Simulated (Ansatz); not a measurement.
## Cs2AgBiBr6 (Fm-3m): the PBE gap against the k mesh of the density

How far can the k mesh of the density be lowered for the gap of Cs2AgBiBr6 (Fm-3m)?

Calculated with Ansatz 0.2.0; DFT, PBE, plane waves, PAW.

## Step 1: The structure

It takes space group Fm-3m (No. 225, cubic). The conventional cell has a = 11.232 Å, b = 11.232 Å, c = 11.232 Å, α = 90.00°, β = 90.00°, γ = 90.00°. Nearest to Cs lie 12 Br at 3.97 Å. Nearest to Ag lie 6 Br at 2.80 Å. Bi has 6 Br at 2.81 Å nearest. Nearest to Br lie 1 Ag at 2.80 Å and 1 Bi at 2.81 Å and 4 Cs at 3.97 Å. Farther neighbours and most contacts between anions are not listed.

The cell and positions come from the Crystallography Open Database and are kept as given unless a step says otherwise. Spin-orbit coupling is left out unless a step names it. The default PAW set here is soft_2. Its files were made with PBE.

## Step 2: k mesh of the density: 2×2×2

Contents of input.yaml:

```yaml
crystal:
  lattice:
    - [0.0, 5.6161, 5.6161]
    - [5.6161, 0.0, 5.6161]
    - [5.6161, 5.6161, 0.0]
  atoms:
    - { symbol: Cs, position: [0.25, 0.25, 0.25] }
    - { symbol: Cs, position: [0.75, 0.75, 0.75] }
    - { symbol: Ag, position: [0.5, 0.5, 0.5] }
    - { symbol: Bi, position: [0.0, 0.0, 0.0] }
    - { symbol: Br, position: [0.25055, 0.74945, 0.25055] }
    - { symbol: Br, position: [0.25055, 0.74945, 0.74945] }
    - { symbol: Br, position: [0.74945, 0.25055, 0.74945] }
    - { symbol: Br, position: [0.74945, 0.25055, 0.25055] }
    - { symbol: Br, position: [0.25055, 0.25055, 0.74945] }
    - { symbol: Br, position: [0.74945, 0.74945, 0.25055] }
kpoints:
  mp_grid: { grid: [2, 2, 2] }
  band_path:
    path:
      - [0.0, 0.0, 0.0]
      - [0.5, 0.0, 0.5]
      - [0.625, 0.25, 0.625]
      - [0.375, 0.375, 0.75]
      - [0.5, 0.5, 0.5]
      - [0.5, 0.25, 0.75]
      - [0.5, 0.4, 0.6]
    npoints: 1
hamiltonian:
  xc: pbe
scf:
  occupations: { method: fixed }
  n_extra_bands: 7
output:
  eigenvalues: true
```

The run is started by

```console
$ ansatz run input.yaml --threads 3 --pin off --max-ram 92160MiB --backend cuda --events-out ev --progress --plain --runs-dir out --devices 1 --max-vram 13GiB
```

Numbers of over 12 decimals in the logs are rounded to 6 here.

Log:

```text
scf.n_extra_bands = 7 over 47 filled bands (N_el = 94.0): the run solves 54 bands
GPUs: using 1 of 1 available (devices: 1).
Engine: ansatz 0.2.0, x86_64-unknown-linux-gnu
Pseudopotentials: kind: paw
Pseudopotential: Cs, paw, valence charge 9, recommended cutoff 420 eV (normal), Cs.paw.azcp
Pseudopotential: Ag, paw, valence charge 19, recommended cutoff 420 eV (normal), Ag.paw.azcp
Pseudopotential: Bi, paw, valence charge 15, recommended cutoff 420 eV (normal), Bi.paw.azcp
Pseudopotential: Br, paw, valence charge 7, recommended cutoff 420 eV (normal), Br.paw.azcp
Functional definition: PBE
  parameter kappa = 0.804
  parameter beta = 0.066725
  exchange = pbe_x(kappa = kappa, mu = beta*pi^2/3)
  correlation = pbe_c(beta = beta)
device memory: the entry about to start is reckoned to put 5.7 GiB on a device that reports 28.7 GiB free (of which the cap on the GPU budget leaves the run 13.0 GiB)
GPU FFT provider: cuFFT
GPU libraries: cuBLAS 13.8.2, cuFFT 12.4.0, cuSOLVER 12.3.4
Crystal: 10 atoms, lattice volume = 354.270 Å³
Basis set: ecut = 420 eV, 6879 PW (Γ)
Bands: 54, of which v1, the nominal top of the filled ones, is band 47 counted from 1 (46 counted from 0)
Symmetry: 48 space group operations
Space group: Fm-3m (ITA 225), of the structure as read, at distance tolerance 7.1e-5 Å
k-points: 3 of 8
Non-local potential: Cs, projectors of the file, l = 0: 3, l = 1: 2, l = 2: 2, l = 3: 2
Non-local potential: Ag, projectors of the file, l = 0: 3, l = 1: 2, l = 2: 2, l = 3: 1
Non-local potential: Bi, projectors of the file, l = 0: 2, l = 1: 2, l = 2: 2, l = 3: 2
Non-local potential: Br, projectors of the file, l = 0: 2, l = 1: 2, l = 2: 2
PAW form: soft (Blöchl's): semilocal exchange-correlation on the pseudo side does not see the compensation charge
PAW one-centre angular grid: Cs, 194 points (default); XC on 64 Gauss nodes
PAW one-centre angular grid: Ag, 590 points (default); XC on 64 Gauss nodes
PAW one-centre angular grid: Bi, 590 points (default); XC on 64 Gauss nodes
PAW one-centre angular grid: Br, 110 points (default); XC on 64 Gauss nodes
Initial density: superposition of atomic densities (neutral atoms: chi_scale 0, normalization atom), corrected by the library's trained network
Initial wavefunctions: pseudopotential atomic-orbital guess
GPU buffer pool allocated for 157464 grid points (all kernels)
GPU transforms: local potential and band sums: pruned to the plane-wave sphere, on 54×54×54
Functional: x = pbe(κ = 0.804, μ = 0.219515), c = pbe(β = 0.066725)
SCF iter   1: F=—  HF=-48038.826569 eV  |F-HF|=—  |Δ(HF+E_count)|=         —  Δρ=6.28e-4  dr2=2.46e-3  ethr=1.77e-3  ⟨swp⟩=5.7  Hψ=569  notcnv=0  defer=11
preconditioner: auto → Resta (q_TF=auto, 2.187 Å⁻¹)  ε∞=3.9  [insulator: Δε(μ)=1.246 eV  Ē_g=9.791 eV  n_scr=58 (ndim 8)  ℏωp=16.7 eV  f_vac=0.040  ε∞_Penn≈3.9]
SCF iter   2: F=—  HF=-48038.830890 eV  |F-HF|=—  |Δ(HF+E_count)|=   4.32e-3  Δρ=2.99e-4  dr2=1.97e-4  ethr=2.61e-6  ⟨swp⟩=3.3  Hψ=456  notcnv=0  defer=13
SCF iter   3: F=—  HF=-48038.831039 eV  |F-HF|=—  |Δ(HF+E_count)|=   1.49e-4  Δρ=1.44e-4  dr2=4.89e-5  ethr=2.09e-7  ⟨swp⟩=2.0  Hψ=224  notcnv=0  defer=13
SCF iter   4: F=—  HF=-48038.831663 eV  |F-HF|=—  |Δ(HF+E_count)|=   6.24e-4  Δρ=3.97e-5  dr2=5.91e-6  ethr=5.20e-8  ⟨swp⟩=2.0  Hψ=262  notcnv=0  defer=13
SCF iter   5: F=—  HF=-48038.831663 eV  |F-HF|=—  |Δ(HF+E_count)|=   8.29e-7  Δρ=1.22e-5  dr2=7.11e-7  ethr=6.28e-9  ⟨swp⟩=2.0  Hψ=294  notcnv=0  defer=13
SCF iter   6: F=-48038.831664 eV  HF=-48038.831664 eV  |F-HF|=8.21e-9  |Δ(HF+E_count)|=   8.33e-7  Δρ=2.07e-6  dr2=2.82e-8  ethr=1.06e-10  ⟨swp⟩=18.7  Hψ=839  notcnv=0
SCF 1 converged in 6 iterations: F = -48038.831664 eV  dr2 = 2.82e-8
[...]
device memory: the entry about to start is reckoned to put 3.9 GiB on a device that reports 28.5 GiB free (of which the cap on the GPU budget leaves the run 13.0 GiB)
NSCF: frozen V_eff on 7 k-points
SCF converged after 6 iterations
Free energy (F): -48038.831664 eV
Harris-Foulkes:  -48038.831664 eV  (|F-HF|=8.21e-9)
Internal energy: -48038.831664 eV  (E = F + TS)
E sigma→0 (E₀):  -48038.831664 eV
Fermi energy:    4.467288 eV
--- Per-component energies (eV) ---
  E_band       = -797.613890
  E_kinetic    = 1917.401448
  E_local      = -8313.724828  (includes V_loc(G=0)·N_el)
  E_nonlocal   = 1129.058845
  E_hartree    = 3268.784305
  E_xc         = -2273.417164
  E_vxc        = -1255.086391  (∫ρ·V_xc dr)
  E_paw        = -38180.965830  (= ΣΔE_a)
  E_vpaw       = -812.835766  (= ΣTr[D̂ρ^β])
  E_aug_tail   = -0.000082  (compensation charges beyond the density's cutoff)
  E_ewald      = -5585.968359
  E_smearing   = -0.000000  (= −TS)
  E_closure    = -0.000000  (closes the sum)
  Σ components = -48038.831664   (vs F -48038.831664, Δ=0.00e0)
--- Band table (eV) ---
  k-point 0: bands = [... 43 lower, 3.2209, 3.2209, 3.7748, 3.7748, 6.7482, 6.7482, 6.7482, 8.0610, ... 3 higher]
  k-point 1: bands = [... 43 lower, 2.9219, 3.0703, 3.1829, 3.1829, 5.7009, 8.1537, 8.1537, 9.3734, ... 3 higher]
  k-point 2: bands = [... 43 lower, 2.8871, 3.2041, 3.7690, 4.4673, 7.2559, 7.2559, 7.6269, 8.8064, ... 3 higher]
```

Wall time 5.2 s (1 × NVIDIA H100 80GB HBM3 (shared by 6 runs) with 3 threads of AMD EPYC 7R13 (Zen 3), shared host); peak memory 0.97 GiB.

The column dr2 measures how far the density is from self-consistency, as an energy; F and HF (Harris–Foulkes) agree once it is small.

This step gave:

```yaml
gap: 1.234 eV
valence_top_at: X
conduction_bottom_at: L
least_direct_gap: 2.318 eV
```

The gap is indirect, with the least direct gap 1.08 eV higher.

## Step 3: k mesh of the density: 4×4×4 (the default)

input.yaml, the sections that differ from step 2:

```yaml
kpoints:
  mp_grid: { grid: [4, 4, 4] }
  band_path:
    path:
      - [[0.0, 0.0, 0.0], [0.5, 0.0, 0.5], [0.625, 0.25, 0.625]]
      - [[0.375, 0.375, 0.75], [0.0, 0.0, 0.0], [0.5, 0.5, 0.5], [0.5, 0.25, 0.75], [0.5, 0.0, 0.5]]
    npoints: 10
scf:
  occupations: { method: fermi_dirac, width: 0.02 }
  n_extra_bands: 7
output:
  eigenvalues: true
  write_density: true
  write_potential: true
  elf: true
  volumetric_format: npy
# crystal, hamiltonian: as in step 2
```

Log:

```text
[...]
GPUs: using 1 of 1 available (devices: 1).
[...]
GPU FFT provider: cuFFT
GPU libraries: cuBLAS 13.8.2, cuFFT 12.4.0, cuSOLVER 12.3.4
Crystal: 10 atoms, lattice volume = 354.270 Å³
Basis set: ecut = 420 eV, 6879 PW (Γ)
Bands: 54, of which v1, the nominal top of the filled ones, is band 47 counted from 1 (46 counted from 0)
[... 1 set-up line as in the run before ...]
[...]
k-points: 8 of 64
[...]
--- Band table (eV; the first three rows and the last of 8) ---
  k-point 0: bands = [... 43 lower, 3.2020, 3.2020, 3.7514, 3.7514, 6.7616, 6.7616, 6.7616, 8.0544, ... 3 higher]
  k-point 1: bands = [... 43 lower, 2.9205, 3.1017, 3.3644, 3.3644, 6.2342, 7.4551, 7.4551, 8.6164, ... 3 higher]
  k-point 2: bands = [... 43 lower, 2.9037, 3.0616, 3.1647, 3.1647, 5.7145, 8.1643, 8.1643, 9.3675, ... 3 higher]
  k-point 7: bands = [... 43 lower, 2.9531, 2.9531, 3.1543, 4.3489, 7.0822, 7.4749, 7.4749, 9.7354, ... 3 higher]
[key lines of the parts left out:]
SCF converged after 7 iterations
Free energy (F): -48039.035242 eV
Fermi energy:    5.079953 eV
```

Run time: 8.7 s. Hardware: 1 × NVIDIA H100 80GB HBM3 (shared by 6 runs) with 3 threads; peak memory 1.1 GiB; 19 s of CPU time.

Numbers from this step:

```
gap                  : 1.264 eV
valence top at       : X
conduction bottom at : L
least direct gap     : 2.343 eV
```

The gap is 1.264 eV, +0.030 eV from the run before at this level.

## Step 4: k mesh of the density: 6×6×6

input.yaml, the sections that differ from step 3:

```yaml
kpoints:
  mp_grid: { grid: [6, 6, 6] }
  band_path:
    path:
      - [0.0, 0.0, 0.0]
      - [0.5, 0.0, 0.5]
      - [0.625, 0.25, 0.625]
      - [0.375, 0.375, 0.75]
      - [0.5, 0.5, 0.5]
      - [0.5, 0.25, 0.75]
      - [0.5, 0.4, 0.6]
    npoints: 1
scf:
  occupations: { method: fixed }
  n_extra_bands: 7
# crystal, hamiltonian, output: as in step 3
```

Log:

```text
[...]
GPUs: using 1 of 1 available (devices: 1).
[...]
GPU FFT provider: cuFFT
GPU libraries: cuBLAS 13.8.2, cuFFT 12.4.0, cuSOLVER 12.3.4
Crystal: 10 atoms, lattice volume = 354.270 Å³
Basis set: ecut = 420 eV, 6879 PW (Γ)
Bands: 54, of which v1, the nominal top of the filled ones, is band 47 counted from 1 (46 counted from 0)
[... 1 set-up line as in the run before ...]
[...]
k-points: 16 of 216
[...]
--- Band table (eV; the first three rows and the last of 16) ---
  k-point 0: bands = [... 43 lower, 3.2017, 3.2017, 3.7507, 3.7507, 6.7619, 6.7619, 6.7619, 8.0543, ... 3 higher]
  k-point 1: bands = [... 43 lower, 3.0816, 3.1552, 3.5205, 3.5205, 6.4910, 7.1157, 7.1157, 8.3311, ... 3 higher]
  k-point 2: bands = [... 43 lower, 2.9284, 3.0332, 3.2563, 3.2563, 5.9794, 7.7986, 7.7986, 8.9324, ... 3 higher]
  k-point 15: bands = [... 43 lower, 2.8792, 3.0652, 3.3567, 4.3657, 7.1164, 7.3772, 7.5646, 9.4765, ... 3 higher]
[key lines of the parts left out:]
SCF converged after 7 iterations
Free energy (F): -48039.036873 eV
Fermi energy:    4.450477 eV
```

Wall time 10 s (1 × NVIDIA H100 80GB HBM3 (shared by 6 runs) with 3 threads); peak memory 1.1 GiB.

Numbers from this step:

| Item | Value |
| --- | --- |
| gap | 1.264 eV |
| valence top at | X |
| conduction bottom at | L |
| least direct gap | 2.344 eV |

The gap is 1.264 eV, +0.001 eV from the run before at this level.

## Step 5: The series

Differences are against the last row; a negative gap means that bands overlap, and a run with a band path holds that path's time. Times are wall times on 1 × NVIDIA H100 80GB HBM3 (shared by 6 runs) with 3 threads of AMD EPYC 7R13 (Zen 3), shared host, good to a factor of about two.

```tsv
k mesh of the density	gap (eV)	direct gap (eV)	gap error (eV)	energy error (meV/atom)	irreducible k	time
2×2×2	1.234	2.318	−0.031	+20.5	3	5.2 s
4×4×4	1.264	2.343	−0.001	+0.2	8	8.7 s
6×6×6	1.264	2.344	+0.000	+0.0	16	10 s
```

## Step 6: Results

```
2×2×2 : 1.234 eV
4×4×4 : 1.264 eV
6×6×6 : 1.264 eV
```

In words: The gap holds to 0.02 eV from 4×4×4 on. At 2×2×2 the gap is off by −0.031 eV and the energy by +21 meV/atom. The gap is read over the mesh and added points near the edges, so meshes differ mainly through the density and, for a hybrid, the exchange operator.

[Paths, hosts, dates, memory and timing lines, banners, echoed tables and standing remarks are left out of the program output.]

[Logs are printed without paths, hosts, clocks, repeated set-up lines and the standing remarks that a program may print on its own settings, such as how far it seeks lower states.]

[Runs of the session that timed out or met a known fault of the program may be left out.]

[Cells called generated may have been cut or substituted from an entry of the Crystallography Open Database or the Materials Project.]

[Hosts, paths, dates, database ids (printed as entryN), source tags and the programs' standing remarks are cut or masked in the printed files.]
